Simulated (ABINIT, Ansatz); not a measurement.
# Calculated records

## A GW chain in ABINIT: KNaMg2F6 (P4/mmm)

Symmetry: P4/mmm, No. 123, tetragonal system. Conventional cell: a = 4.008 Å, b = 4.008 Å, c = 7.995 Å, α = 90.00°, β = 90.00°, γ = 90.00°. K has 12 F at 2.83 to 2.87 Å nearest. Na has 12 F at 2.79 to 2.83 Å nearest. Mg has 6 F at 1.97 to 2.03 Å nearest. Nearest to F lie 2 Mg at 2.00 Å and 2 Na at 2.79 Å and 2 K at 2.87 Å. Nearest to F lie 2 Mg at 1.97 Å and 4 Na at 2.83 Å. F has 2 Mg at 2.03 Å and 4 K at 2.83 Å nearest. Farther neighbours, and contacts between anions beyond the nearest, are not listed.

```xyz
10
Lattice="4.0076 0.0000 0.0000 0.0000 4.0076 0.0000 0.0000 0.0000 7.9949" Properties=species:S:1:pos:R:3 pbc="T T T"
K     2.0038    2.0038    3.9974
Na    2.0038    2.0038    0.0000
Mg    0.0000    0.0000    1.9718
Mg    0.0000    0.0000    6.0231
F     2.0038    0.0000    1.9469
F     2.0038    0.0000    6.0480
F     0.0000    2.0038    6.0480
F     0.0000    2.0038    1.9469
F     0.0000    0.0000    0.0000
F     0.0000    0.0000    3.9974
```

```yaml
method: RPA screening on LDA, plane waves, norm-conserving pseudopotentials (and 2 further levels or steps)
program: ABINIT 10.8.3
settings: cutoff 38 Ha, PseudoDojo scalar-relativistic 0.4.1 standard, norm-conserving, ngkpt (2, 2, 1), nband 102, ecuteps 3.6 Ha, inclvkb 2, shiftk (0, 0, 0), symchi 1, awtr 1, frequency ppm, 2×2×1 k-mesh
cost: 5 runs, 11 min in all on 4 MPI ranks of Intel Xeon 6975P-C (Granite Rapids), shared host
notes: The program’s warnings: nproc spkpt=  >= nkpt= * nsppol=. The cell and positions are those that the Materials Project relaxed with its own functionals (PBE, PBE+U or r2SCAN), kept fixed. The 2×2×1 mesh is coarse for this cell, which bears on the long-range parts of exchange and screening.
lda_gap: 6.08 eV, indirect
g0w0_gap_on_the_mesh: 10.77 eV
gw_settings: 2×2×1 mesh, 102 bands, screening to 98 eV, Godby-Needs plasmon pole
known_limits: short of the basis limit; coarse k mesh
```

G0W0 moves the gap on the mesh from 6.08 eV to 10.77 eV (+4.68 eV), with Z of 0.82 and 0.90 at the edges. Local fields lower the RPA ε∞ on this mesh from 2.06 to 1.97; a Γ-centred mesh this coarse tends to raise both, most where the direct gap is narrow, while a short band sum lowers them.

[Long decimals in the printed logs are rounded to 6 places.]

[Logs are printed without paths, hosts, clocks, repeated set-up lines and the standing remarks that a program may print on its own settings, such as how far it seeks lower states.]

[Paths, hosts, dates, memory and timing lines, banners, echoed tables and standing remarks are left out of the program output; an Ansatz launch command may be rebuilt from the run's recorded settings. Measured values are a selection of at most five: reports struck by readers or far from the other reports are left out. None is set beside runs whose start may be inverted or whose files or cutoffs have a known fault.]

[Runs of the session that timed out or met a known fault of the program may be left out.]

[Hosts, paths, dates, database ids (printed as entryN), source tags and the programs' standing remarks are cut or masked in the printed files.]

[G0W0 gaps are taken among the corrected bands and points alone; a level outside them can change the order at an edge.]

[Where Ansatz stands beside ABINIT at settings called matched, ABINIT's density can come from a denser mesh and the files from another edition; pairs whose starting gaps differed by over 0.03 eV were left out, so agreement reads better than it is.]
